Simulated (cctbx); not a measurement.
# Nd2SmGa2Sn3 across an absorption edge

Space group Cmcm (no. 63), a = 9.9900 Å, b = 8.0930 Å, c = 10.2320 Å, α = 90.00°, β = 90.00°, γ = 90.00°.

| atom | mult. | x | y | z | Ueq (Å²) |
| --- | --- | --- | --- | --- | --- |
| Sm1 | 4 | 1/2 | 0.6511 | 1/4 | 0.0047 |
| Nd1 | 8 | 0.2918 | 0 | 1/2 | 0.0087 |
| Sn1 | 4 | 1/2 | 0.0232 | 1/4 | 0.0040 |
| Sn2 | 8 | 0.2991 | 0.2987 | 1/4 | 0.0079 |
| Ga1 | 8 | 1/2 | 0.6867 | 0.5360 | 0.0143 |

This is a model crystal, built by substitution and not relaxed, with assumed displacement parameters.

Calculated with cctbx: free-atom f′ and f″ from the Sasaki tables, no fine structure; amplitudes in electrons.

| E (eV) | F 1 1 3 | F 3 1 0 | F 0 2 1 | F 0 0 2 |
| --- | --- | --- | --- | --- |
| 5608 | 147.2 | 191.5 | 17.6 | 183.9 |
| 5958 | 142.2 | 174.4 | 15.9 | 197.9 |
| 6088 | 140.2 | 162.9 | 15.8 | 209.4 |
| 6148 | 139.2 | 153.0 | 15.9 | 220.8 |
| 6178 | 138.7 | 144.4 | 16.0 | 231.4 |
| 6193 | 138.4 | 135.6 | 16.0 | 242.7 |
| 6200 | 138.2 | 127.8 | 16.1 | 253.0 |
| 6204 | 138.2 | 119.6 | 16.1 | 264.2 |
| 6212 | 138.0 | 119.1 | 16.1 | 255.7 |
| 6216 | 137.9 | 128.1 | 16.1 | 242.5 |
| 6223 | 137.8 | 136.1 | 16.1 | 230.8 |
| 6238 | 137.5 | 144.6 | 16.2 | 218.1 |
| 6268 | 136.9 | 152.5 | 16.4 | 205.8 |
| 6358 | 134.9 | 161.7 | 17.3 | 189.2 |
| 6608 | 125.4 | 158.9 | 24.6 | 174.2 |

**Question.** Which edge is crossed, and why do the reflections move as they do?

The L3 edge of Nd. The edge is at 6208 eV. f′ of Nd falls from -11.8 e at 6088 eV to -19.3 e at 4 eV below it, and f″ steps from 3.56 to 10.63 e across it. Over that approach |F| changes by -1 % (1 1 3), -27 % (3 1 0), +2 % (0 2 1) and +26 % (0 0 2): a reflection falls where Nd scatters in phase with the total and rises where it scatters against it; it hardly moves where the Nd term is small or cancels by symmetry. Above the edge the larger f″ enters the imaginary part, where it can add to or cancel the other atoms' f″. The structure is centrosymmetric, so Friedel mates stay equal.
